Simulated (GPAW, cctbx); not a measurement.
# ZnAg2F4: what bonding does to one electron reflection, worked out

ZnAg2F4, I4/mmm (no. 139), a = 4.0379 Å, b = 4.0379 Å, c = 12.3275 Å, α = 90.00°, β = 90.00°, γ = 90.00°.

```csv
atom,mult.,x,y,z
Ag1,4,1/2,1/2,0.1484
Zn1,2,0,0,0
F1,4,0,1/2,0
F2,4,1/2,1/2,0.3346
```

The cell comes from substitution in a known structure type and wasn't matched to any measured phase.

A DFT run (GPAW, PBE, 550 eV, 5×5×5 k-points, Fermi–Dirac width 0.05 eV) gives the static X-ray structure factor of 101 as 30.806 e for the conventional cell; superposed free atoms give 31.132 e. **Problem.** Find the Fourier component V of the crystal potential and the two-beam extinction distance at 80 kV in both cases.

**1. Geometry**

The cell volume is Ω = 200.99 Å³ and d(101) = 3.8373 Å, so g = 1/d = 0.2606 Å⁻¹.

**2. The nuclei**

Electrons feel nuclei as well as electrons, so the nuclear charges are summed with the same phases.

Phase sums Σ exp(2πi h·x), turned so that the total is real and positive: Ag +2.383, Zn -2.000, F -2.028. Then F_Z = 47 × (+2.383) + 30 × (-2.000) + 9 × (-2.028) = 33.74 e. The electron term has the same sign for this reflection.

**3. Mott–Bethe**

Poisson's equation, term by term, gives V = (e/4πε₀)(F_Z − F)/(πΩg²), with e/4πε₀ = 14.3996 V Å.

The prefactor is 14.3996 × 3.8373²/(π × 200.99) = 0.33580 V per electron. Free atoms: (33.74 − 31.132) × 0.33580 = 0.876 V. Crystal: (33.74 − 30.806) × 0.33580 = 0.985 V. F changes by -1.05 % and V by +12.5 %: the same 0.33 e is measured against F_Z − F = 2.6 e in place of F = 31.1 e.

**4. Extinction distance**

In the two-beam case ξ = 1/(λU) with U = 2γm₀eV/h², that is ξ = 150.41 V Å²/(γλV).

At 80 kV, λ = 0.04176 Å and γ = 1.1566. Free atoms: ξ = 3557 Å. Crystal: ξ = 3162 Å. The thickness fringes go as sin²(πt/ξ), so the two patterns slip by a quarter of a period when t|1/ξ₁ − 1/ξ₀| = 1/4, at t ≈ 711 nm. Thermal motion, absorption and many-beam coupling, left out here, change a real pattern.

**5. Answer**

V(101) is 0.99 V against 0.88 V, and ξ is 3162 against 3557 Å. Limits: static atoms, two beams.

[Outputs are excerpts: Python notices, other lines and further rows are left out; steps that failed or that the build refused (PBEsol, TPSS) are not shown.]

[Logs are printed without paths, hosts, clocks, repeated set-up lines and the standing remarks that a program may print on its own settings, such as how far it seeks lower states.]
